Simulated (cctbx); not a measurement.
# Occupancies in Nd2Y4AlFe13

Cell a = 7.9020 Å, b = 7.9020 Å, c = 22.9070 Å, α = 90.00°, β = 90.00°, γ = 90.00°; space group I4/mcm (no. 140); nominal formula Nd2Y4AlFe13.

The data are simulated with cctbx, not measured: Cu Kα, λ = 1.54184 Å, to d = 0.83 Å, 50 % of the full sphere, strongest reflection 40000 counts, noise from counting, a 4 % proportional error and a noise floor of 8 counts (s.d.); no absorption, and some extinction, which the refinements don't model.

With every site full:

```text
Rint 0.034, 376 unique reflections to 0.83 A
cycle     R1     wR2    GooF  max shift (A)
   1  0.0949  0.2169  10.182   0.00105
   2  0.0099  0.0221   1.038   0.00000
final R1 0.0099 wR2 0.0221 GooF 1.038  parameters 32  data/parameter 11.8
atom        x        y        z      Ueq    occ   su(xyz)  su(Uiso or U11)
Nd1    0.50000  0.50000  0.10770   0.0059  1.000  0.00001  0.0001
Y1     0.66380  0.83620  0.18879   0.0052  1.000  0.00002  0.0001
Fe1    0.67592  0.82408  0.05893   0.0074  1.000  0.00004  0.0002
Fe2    0.11665  0.38335  0.09406   0.0064  1.000  0.00004  0.0001
Fe3    0.50000  0.00000  0.00000   0.0078  1.000  0.00000  0.0003
Fe4    0.28685  0.43997  0.00000   0.0077  1.000  0.00005  0.0002
Al1    0.50000  0.50000  0.25000   0.0123  1.000  0.00000  0.0005
difference map: max 0.53 min -0.96 rms 0.12
Q1    0.2192  0.2808  0.0000    8    0.54  1.37 A from Fe4
Q2    0.0634  0.4366  0.0306   16    0.42  1.00 A from Fe3
Q3    0.0000  0.0000  0.0683    8    0.41  0.90 A from Nd1
Q4    0.1290  0.3710  0.3654   16    0.39  1.30 A from Y1
Q5    0.1101  0.2824  0.5000   16    0.35  1.45 A from Fe4
Q6    0.0823  0.1936  0.1717   32    0.33  2.06 A from Y1
```

With the occupancies of the suspect sites free, each still typed as its main element:

```text
Rint 0.034, 376 unique reflections to 0.83 A
cycle     R1     wR2    GooF  max shift (A)
   1  0.0455  0.1066   5.010   0.00009
   2  0.0099  0.0221   1.039   0.00000
final R1 0.0099 wR2 0.0221 GooF 1.038  parameters 33  data/parameter 11.4
atom        x        y        z      Ueq    occ   su(xyz)  su(Uiso or U11)
Nd1    0.50000  0.50000  0.10770   0.0059  1.000  0.00001  0.0001
Y1     0.66380  0.83620  0.18879   0.0052  1.000  0.00002  0.0001
Fe1    0.67592  0.82408  0.05893   0.0074  1.000  0.00004  0.0002
Fe2    0.11665  0.38335  0.09406   0.0064  1.000  0.00004  0.0001
Fe3    0.50000  0.00000  0.00000   0.0078  1.000  0.00000  0.0003
Fe4    0.28685  0.43997  0.00000   0.0077  1.000  0.00005  0.0002
Al1    0.50000  0.50000  0.25000   0.0122  0.999  0.00000  0.0008
su of occupancy Al1: 0.012
difference map: max 0.53 min -0.96 rms 0.12
Q1    0.2192  0.2808  0.0000    8    0.54  1.37 A from Fe4
Q2    0.0634  0.4366  0.0306   16    0.42  1.00 A from Fe3
Q3    0.0000  0.0000  0.0683    8    0.41  0.90 A from Nd1
Q4    0.1290  0.3710  0.3654   16    0.39  1.30 A from Y1
Q5    0.1102  0.2823  0.5000   16    0.35  1.45 A from Fe4
Q6    0.0823  0.1936  0.1717   32    0.33  2.06 A from Y1
```

**Question.** What is the disorder?

X-rays count electrons. Al1 refines to 0.999(0.012), or 13.0 electrons; the site truly holds 0.94 Al, 12.2 electrons, which is 0.940 of Al. All are within 3 s.u. of full, so these data don't show the disorder. Occupancy correlates with U and the scale, so the match is approximate.

Freeing them takes R1 from 0.0099 to 0.0099 and GooF from 1.04 to 1.04.

The model is made up (kin elements in a known structure type, no relaxation), so it says nothing on whether the phase exists.

[Middle refinement cycles are left out of these outputs.]

[Logs are printed without paths, hosts, clocks, repeated set-up lines and the standing remarks that a program may print on its own settings, such as how far it seeks lower states.]
